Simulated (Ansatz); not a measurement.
# ZnSe (Stilleite, F-43m): thermal expansion from first principles

Wanted: α(T), C_P(T) and B(T) of ZnSe (Stilleite) in the quasi-harmonic approximation.

Main program and level: Ansatz 0.2.0; DFT LDA, scalar-relativistic, plane waves, PAW; PAW set soft_1.

### Step 1. The structure

The structure is cubic, space group F-43m (No. 216). The conventional cell has a = 5.668 Å, b = 5.668 Å, c = 5.668 Å, α = 90.00°, β = 90.00°, γ = 90.00°. Nearest to Zn lie 4 Se at 2.45 Å. Nearest to Se lie 4 Zn at 2.45 Å. Farther neighbours and most contacts between anions are not listed.

### Step 2. Probe on a coarse mesh

A cheap single point shows whether the cell is a metal or an insulator and how far it is from rest; that sets the k-mesh and the occupations of what follows.

The input, input.yaml:

```yaml
crystal:
  lattice:
    - [0.0, 2.8338, 2.8338]
    - [2.8338, 0.0, 2.8338]
    - [2.8338, 2.8338, 0.0]
  atoms:
    - { symbol: Zn, position: [0.0, 0.0, 0.0] }
    - { symbol: Se, position: [0.25, 0.25, 0.25] }
kpoints:
  mp_grid: { grid: [6, 6, 6] }
hamiltonian:
  xc: lda
  pseudopotentials: { kind: paw, azcp: { folder: soft_1 }, xc_functional: pbe }
scf:
  occupations: { method: gaussian, width: 0.1 }
  lower_state_search: "off"
output:
  forces: true
  stress: true
  eigenvalues: true
```

The run is started by

```console
> ansatz run input.yaml --threads 8 --pin off --max-ram 16384MiB --backend cpu --events-out ev --progress --plain --runs-dir out
```

Numbers of over 12 decimals in the logs are rounded to 6 here.

Log:

```text
Engine: ansatz 0.2.0, aarch64-unknown-linux-gnu
Pseudopotentials: kind: paw
Pseudopotential: Zn, paw, valence charge 12, recommended cutoff 420 eV (normal), soft_1/Zn.paw.azcp
Pseudopotential: Se, paw, valence charge 16, recommended cutoff 420 eV (normal), soft_1/Se.paw.azcp
Functional definition: SPW92
  exchange = slater_x
  correlation = pw_c
Crystal: 2 atoms, lattice volume = 45.513 Å³
Basis set: ecut = 420 eV, 893 PW (Γ)
Bands: 18, of which v1, the nominal top of the filled ones, is band 14 counted from 1 (13 counted from 0)
Symmetry: 24 space group operations
Space group: F-43m (ITA 216), of the structure as read, at distance tolerance 3.6e-5 Å
k-points: 16 of 216 (time reversal used)
Non-local potential: Zn, projectors of the file, l = 0: 2, l = 1: 2, l = 2: 3, l = 3: 1
Non-local potential: Se, projectors of the file, l = 0: 2, l = 1: 2, l = 2: 3, l = 3: 1
PAW form: soft (Blöchl's): semilocal exchange-correlation on the pseudo side does not see the compensation charge
PAW frozen core: Zn, regenerated for the run's functional, and the local potential with it (the file was generated under x = pbe(κ = 0.804, μ = 0.219515), c = pbe(β = 0.066725))
PAW frozen core: Se, regenerated for the run's functional, and the local potential with it (the file was generated under x = pbe(κ = 0.804, μ = 0.219515), c = pbe(β = 0.066725))
PAW one-centre angular grid: Zn, 590 points (default); XC on 64 Gauss nodes
PAW one-centre angular grid: Se, 590 points (default); XC on 64 Gauss nodes
Initial density: superposition of atomic densities (chi_scale 0.1, normalization cell, long waves kept (reshape's long-wave potential 0.00 eV rms))
Initial wavefunctions: pseudopotential atomic-orbital guess
Functional: x = slater, c = lda
SCF iter   1: F=—  HF=-8631.186252 eV  |F-HF|=—  |Δ(HF+E_count)|=         —  Δρ=5.91e-2  dr2=1.02e0  ethr=3.10e-3  ⟨swp⟩=5.6  Hψ=1577  notcnv=0
preconditioner: auto → none  [insulator: Δε(μ)=0.970 eV  Ē_g=12.766 eV  σ=0.100 eV  W_gap=1.00  n_scr=14 (ndim 8)  ℏωp=23.4 eV  f_vac=0.060  D(μ)=0.00/eV (n_scr^D=0)  ε∞_Penn≈4.3]
SCF iter   2: F=—  HF=-8630.925189 eV  |F-HF|=—  |Δ(HF+E_count)|=   2.61e-1  Δρ=2.61e-2  dr2=1.97e-1  ethr=3.10e-3  ⟨swp⟩=3.0  Hψ=665  notcnv=0
SCF iter   3: F=—  HF=-8630.835516 eV  |F-HF|=—  |Δ(HF+E_count)|=   8.97e-2  Δρ=1.14e-2  dr2=3.08e-2  ethr=7.05e-4  ⟨swp⟩=2.1  Hψ=601  notcnv=0
SCF iter   4: F=—  HF=-8630.827621 eV  |F-HF|=—  |Δ(HF+E_count)|=   7.89e-3  Δρ=2.78e-3  dr2=1.95e-3  ethr=1.10e-4  ⟨swp⟩=2.0  Hψ=607  notcnv=0
SCF iter   5: F=—  HF=-8630.827857 eV  |F-HF|=—  |Δ(HF+E_count)|=   2.36e-4  Δρ=1.04e-3  dr2=3.26e-4  ethr=6.95e-6  ⟨swp⟩=2.0  Hψ=475  notcnv=0
SCF iter   6: F=—  HF=-8630.827931 eV  |F-HF|=—  |Δ(HF+E_count)|=   7.39e-5  Δρ=5.50e-5  dr2=1.09e-6  ethr=1.17e-6  ⟨swp⟩=2.8  Hψ=506  notcnv=0
SCF iter   7: F=—  HF=-8630.827929 eV  |F-HF|=—  |Δ(HF+E_count)|=   1.38e-6  Δρ=1.81e-5  dr2=1.33e-7  ethr=3.57e-10  ⟨swp⟩=7.2  Hψ=1689  notcnv=0
SCF iter   8: F=-8630.827929 eV  HF=-8630.827929 eV  |F-HF|=6.02e-9  |Δ(HF+E_count)|=   4.96e-8  Δρ=6.22e-6  dr2=9.03e-9  ethr=3.57e-10  ⟨swp⟩=4.4  Hψ=973  notcnv=0
SCF 1 converged in 8 iterations: F = -8630.827929 eV  dr2 = 9.03e-9
  greatest PAW one-centre occupation: 1.000 electrons in one spin orbital (limit 2), on the Se atom at site 1 (counted from 0), in its partial waves of l = 2
SCF converged after 8 iterations
Free energy (F): -8630.827929 eV
Harris-Foulkes:  -8630.827929 eV  (|F-HF|=6.02e-9)
Internal energy: -8630.827929 eV  (E = F + TS)
E sigma→0 (E₀):  -8630.827929 eV
Fermi energy:    6.738808 eV
--- Per-component energies (eV) ---
  E_band       = -400.729003
  E_kinetic    = 259.084095
  E_local      = -4849.670759  (includes V_loc(G=0)·N_el)
  E_nonlocal   = 472.096755
  E_hartree    = 2238.487668
  E_xc         = -162.341313
  E_vxc        = -141.997801  (∫ρ·V_xc dr)
  E_paw        = -3871.315367  (= ΣΔE_a)
  E_vpaw       = -617.220236  (= ΣTr[D̂ρ^β])
  E_aug_tail   = -0.000667  (compensation charges beyond the density's cutoff)
  E_ewald      = -2720.942845
  E_core_change = 3.774503  (= ΣΔE_core)
  E_smearing   = -0.000000  (= −TS)
  E_closure    = 0.000000  (closes the sum)
  Σ components = -8630.827929   (vs F -8630.827929, Δ=0.00e0)
--- Forces (eV/Å), atoms counted from 1 ---
  atom   1  Zn     0.00000000    -0.00000000     0.00000000
  atom   2  Se    -0.00000000    -0.00000000    -0.00000000
  max |Σ_I F_I| component: 2.24e-16 eV/Å
--- Stress (GPa, compression-positive) ---
       -3.378350       0.000000      -0.000000
       -0.000000      -3.378350       0.000000
       -0.000000       0.000000      -3.378350
  P = ⅓ Tr σ = -3.3784 GPa (-33.784 kbar)
--- Band table (eV; the first three rows and the last of 16) ---
  k-point 0: bands = [... 10 lower, -0.0824, 6.2204, 6.2204, 6.2204, 7.2467, 11.9309, 11.9309, 11.9309]
  k-point 1: bands = [... 10 lower, -0.0842, 4.2441, 5.9650, 5.9650, 8.5734, 11.9525, 12.3340, 12.3340]
  k-point 2: bands = [... 10 lower, -0.0762, 2.0888, 5.5343, 5.5343, 8.7068, 12.6086, 12.6086, 13.5928]
  k-point 15: bands = [... 10 lower, 0.1891, 1.4451, 3.5624, 3.6354, 10.5360, 10.9037, 14.3338, 14.6703]
```

It took 0.92 s on 8 threads of Arm Neoverse V2, shared host; peak memory 0.32 GiB.

This step gave:

```
pressure          : -3.378 GPa
gap on the k-mesh : 1.026 eV
volume per atom   : 22.76 Å³/atom
```

The start is under -3.4 GPa at this level and looks like an insulator or semiconductor on this mesh.

### Step 3. Finding the static equilibrium

Phonons are second derivatives about a minimum, so cell and atoms are relaxed first, inside the symmetry of the start.

input.yaml, the sections that differ from step 2:

```yaml
kpoints:
  mp_grid: { grid: [8, 8, 8] }
scf:
  occupations: { method: gaussian, width: 0.02 }
  lower_state_search: "off"
relax:
  adjacent_minimum: "off"
  f_tol: 0.005
  max_steps: 80
  cell: { stress_tol: 0.05 }
# crystal, hamiltonian, output: as in step 2
```

Log:

```text
[...]
Crystal: 2 atoms, lattice volume = 45.513 Å³
Basis set: ecut = 420 eV, 893 PW (Γ)
Bands: 18, of which v1, the nominal top of the filled ones, is band 14 counted from 1 (13 counted from 0)
Symmetry: 24 space group operations
[...]
k-points: 29 of 512 (time reversal used)
[...]
SCF iter   1: F=—  HF=-8631.193122 eV  |F-HF|=—  |Δ(HF+E_count)|=         —  Δρ=5.91e-2  dr2=1.02e0  ethr=3.10e-3  ⟨swp⟩=6.0  Hψ=2828  notcnv=0
[...]
SCF iter   8: F=-8630.834059 eV  HF=-8630.834059 eV  |F-HF|=6.46e-9  |Δ(HF+E_count)|=   5.61e-8  Δρ=6.49e-6  dr2=9.87e-9  ethr=3.57e-10  ⟨swp⟩=4.5  Hψ=1749  notcnv=0
SCF 1 converged in 8 iterations: F = -8630.834059 eV  dr2 = 9.87e-9
[...]
relax step   1: F+E_penalty+E_count = -8630.83405861 eV  Δ(F+E_penalty+E_count) = +0.000e0 eV  max|allowed force component| = 1.087e-16 eV/Å  Δτ_max = 0.0000 Å  P = -3.400 GPa  Ω = 45.513 Å³  (8 SCF iters, dr2 threshold 1.00e-7 eV, accepted)
Crystal: 2 atoms, lattice volume = 43.679 Å³
Basis set: ecut = 420 eV, 869 PW (Γ)
[...]
iter 1 solved again at ethr=3.73e-6 eV; its pass at ethr=3.10e-3 eV (dr2=1.04e-3 eV) is discarded
[...]
SCF iter   5: F=-8630.859497 eV  HF=-8630.859497 eV  |F-HF|=8.86e-9  |Δ(HF+E_count)|=   5.03e-8  Δρ=1.06e-5  dr2=3.89e-8  ethr=7.14e-10  ⟨swp⟩=6.3  Hψ=2510  notcnv=0
SCF 2 converged in 5 iterations: F = -8630.859497 eV  dr2 = 3.89e-8
relax step   2: F+E_penalty+E_count = -8630.85949722 eV  Δ(F+E_penalty+E_count) = -2.544e-2 eV  max|allowed force component| = 4.019e-17 eV/Å  Δτ_max = 0.0000 Å  P = -0.866 GPa  Ω = 43.679 Å³  energy of the carried Pulay correction = +4.408e-4 eV  (5 SCF iters, dr2 threshold 2.00e-7 eV, accepted)
Crystal: 2 atoms, lattice volume = 43.085 Å³
[...]
SCF iter   4: F=-8630.861102 eV  HF=-8630.861102 eV  |F-HF|=4.65e-8  |Δ(HF+E_count)|=   2.82e-6  Δρ=2.65e-5  dr2=1.58e-7  ethr=7.14e-10  ⟨swp⟩=4.3  Hψ=2684  notcnv=0
SCF 3 converged in 4 iterations: F = -8630.861102 eV  dr2 = 1.58e-7
relax step   3: F+E_penalty+E_count = -8630.86110187 eV  Δ(F+E_penalty+E_count) = -1.605e-3 eV  max|allowed force component| = 2.862e-17 eV/Å  Δτ_max = 0.0000 Å  P = +0.091 GPa  Ω = 43.085 Å³  energy of the carried Pulay correction = +5.874e-4 eV  (4 SCF iters, dr2 threshold 2.00e-7 eV, accepted)
[...]
relax step   4: F+E_penalty+E_count = -8630.86110361 eV  Δ(F+E_penalty+E_count) = -1.739e-6 eV  max|allowed force component| = 3.094e-17 eV/Å  Δτ_max = 0.0000 Å  P = -0.002 GPa  Ω = 43.141 Å³  energy of the carried Pulay correction = +5.735e-4 eV  (4 SCF iters, dr2 threshold 2.07e-8 eV, accepted)
[...]
SCF iter   6: F=-8630.860505 eV  HF=-8630.860505 eV  |F-HF|=3.64e-12  |Δ(HF+E_count)|=  4.37e-11  Δρ=1.33e-7  dr2=3.04e-12  ethr=1.00e-12  ⟨swp⟩=4.7  Hψ=2759  notcnv=0
SCF 5 converged in 6 iterations: F = -8630.860505 eV  dr2 = 3.04e-12
relax step   5: F+E_penalty+E_count = -8630.86050545 eV  Δ(F+E_penalty+E_count) = +5.982e-4 eV  max|allowed force component| = 3.412e-17 eV/Å  Δτ_max = 0.0000 Å  P = -0.001 GPa  Ω = 43.141 Å³  stress off target by 1.33e-3 GPa  SCF on the basis re-selected at this cell (its energy is not comparable with the rows above)  (6 SCF iters)
basis re-selected at this cell: Δ(F+E_penalty+E_count) = +5.982e-4 eV, ΔP = +0.000 GPa vs the last step (what re-selecting the basis moved, of the pressure what is left beyond the Pulay correction that the steps carried, after the strain that the cell walked since its last selection, with what the two solves' SCF thresholds leave and, on support functions, any second-order correction that the steps lacked; it is no m [...]
SCF converged after 6 iterations
Free energy (F): -8630.860505 eV
[...]
Internal energy: -8630.860505 eV  (E = F + TS)
E sigma→0 (E₀):  -8630.860505 eV
Fermi energy:    7.581288 eV
[...]
--- Stress (GPa, compression-positive) ---
       -0.001326      -0.000000       0.000000
       -0.000000      -0.001326       0.000000
        0.000000       0.000000      -0.001326
  P = ⅓ Tr σ = -0.0013 GPa (-0.013 kbar)
--- Band table (eV; the first three rows and the last of 29) ---
  k-point 0: bands = [... 10 lower, 0.5018, 6.9580, 6.9580, 6.9580, 8.2043, 12.6540, 12.6540, 12.6540]
  k-point 1: bands = [... 10 lower, 0.5000, 5.5432, 6.7882, 6.7882, 9.2300, 12.6069, 12.9272, 12.9272]
  k-point 2: bands = [... 10 lower, 0.5015, 3.7030, 6.4295, 6.4295, 9.6493, 13.3241, 13.3241, 13.5120]
  k-point 28: bands = [... 10 lower, 0.8476, 1.9407, 3.9332, 4.0000, 12.3062, 12.6439, 13.8860, 14.5191]
--- Relaxed structure (4 steps of the walk, 4 accepted, 1 SCFs on fresh bases) ---
  F+E_penalty+E_count = -8630.86050545 eV   max|allowed force component| = 3.412e-17 eV/Å   (the final SCF, on the basis selected at the relaxed cell)
  cell:  # Å, volume = 43.1406 Å³
    - [0, 2.783675, 2.783675]
    - [2.783675, 0, 2.783675]
    - [2.783675, 2.783675, 0]
  atoms:
    - { symbol: Zn, position: [0, 0, 0] }
    - { symbol: Se, position: [0.25, 0.25, 0.25] }
```

Wall time 2.3 s (8 threads); peak memory 0.39 GiB; 13 s of CPU time.

Relaxation path:

| step | energy less that of the first step (eV) | largest force component (eV/Å) | pressure (GPa) | volume (Å³) |
| --- | --- | --- | --- | --- |
| 1 | 0.0000 | 0.0000 | -3.40 | 45.51 |
| 2 | -0.0254 | 0.0000 | -0.87 | 43.68 |
| 3 | -0.0270 | 0.0000 | 0.09 | 43.08 |
| 4 | -0.0270 | 0.0000 | 0.00 | 43.14 |
| 5* | -0.0264 | 0.0000 | 0.00 | 43.14 |

Relaxation steps marked * repeat the geometry before them on a plane-wave basis chosen anew for their cell, so energy and pressure can jump there.

The run keeps the 24 symmetry operations that it works with, so distortions that break them were not tested.

| conventional cell, symmetrised | before | after | change |
| --- | --- | --- | --- |
| a (Å) | 5.668 | 5.567 | -1.8 % |
| b (Å) | 5.668 | 5.567 | -1.8 % |
| c (Å) | 5.668 | 5.567 | -1.8 % |
| volume (Å³/atom) | 22.76 | 21.57 | -5.2 % |

Final coordinates:

```cif
data_structure
_symmetry_space_group_name_H-M 'P 1'
_symmetry_Int_Tables_number 1
_cell_length_a 3.9367
_cell_length_b 3.9367
_cell_length_c 3.9367
_cell_angle_alpha 60.000
_cell_angle_beta 60.000
_cell_angle_gamma 60.000
_cell_volume 43.14
loop_
_atom_site_label
_atom_site_type_symbol
_atom_site_fract_x
_atom_site_fract_y
_atom_site_fract_z
_atom_site_occupancy
Zn1 Zn 0.00000 0.00000 0.00000 1
Se2 Se 0.25000 0.25000 0.25000 1
```

This step gave:

| Quantity | Value |
| --- | --- |
| pressure | -0.001326 GPa |
| gap on the k-mesh | 1.246 eV |
| volume per atom | 21.57 Å³/atom |

The relaxation ends with a pressure of 0.00 GPa.

### Step 4. Relaxing to small residual forces and stress

The thresholds are tightened for a last relaxation ahead of the phonons, and where mesh or smearing change with them the cell follows.

input.yaml, the sections that differ from step 3:

```yaml
crystal:
  lattice:
    - [0.0, 2.7836754434, 2.7836754434]
    - [2.7836754434, 0.0, 2.7836754434]
    - [2.7836754434, 2.7836754434, 0.0]
  atoms:
    - { symbol: Zn, position: [0.0, 0.0, 0.0] }
    - { symbol: Se, position: [0.25, 0.25, 0.25] }
scf:
  occupations: { method: fixed }
  lower_state_search: "off"
relax:
  adjacent_minimum: "off"
  f_tol: 0.001
  max_steps: 60
  cell: { stress_tol: 0.01 }
# kpoints, hamiltonian, output: as in step 3
```

Log:

```text
[...]
Crystal: 2 atoms, lattice volume = 43.141 Å³
Basis set: ecut = 420 eV, 869 PW (Γ)
Bands: 18, of which v1, the nominal top of the filled ones, is band 14 counted from 1 (13 counted from 0)
Symmetry: 24 space group operations
[...]
k-points: 29 of 512 (time reversal used)
[...]
k-point 28: bands = [... 10 lower, 0.8476, 1.9407, 3.9332, 4.0000, 12.3062, 12.6439, 13.8860, 14.5191]
--- Relaxed structure (1 steps of the walk, 1 accepted, 1 SCFs on fresh bases) ---
[...]
cell:  # Å, volume = 43.1406 Å³
    - [0.0, 2.7836754434, 2.7836754434]
    - [2.7836754434, 0.0, 2.7836754434]
    - [2.7836754434, 2.7836754434, 0.0]
  atoms:
    - { symbol: Zn, position: [0.0, 0.0, 0.0] }
    - { symbol: Se, position: [0.250000, 0.250000, 0.250000] }
[key lines of the parts left out:]
SCF converged after 6 iterations
Free energy (F): -8630.860505 eV
Fermi energy:    6.957966 eV
P = ⅓ Tr σ = -0.0013 GPa (-0.013 kbar)
```

Elapsed: 1.1 s, on 8 threads; peak memory 0.37 GiB.

Little changed from the start: no atom moved by 0.005 Å and no cell edge by 0.1 %.

Numbers from this step:

* pressure: -0.001325 GPa

The residual pressure is -0.0013 GPa, small enough for phonons.

[end of part 1 of 2]

[Logs are printed without paths, hosts, clocks, repeated set-up lines and the standing remarks that a program may print on its own settings, such as how far it seeks lower states.]

[Hosts, paths, dates, database ids (printed as entryN), source tags and the programs' standing remarks are cut or masked in the printed files.]

[A step with changed settings may run another functional than the one named; its input shows which.]
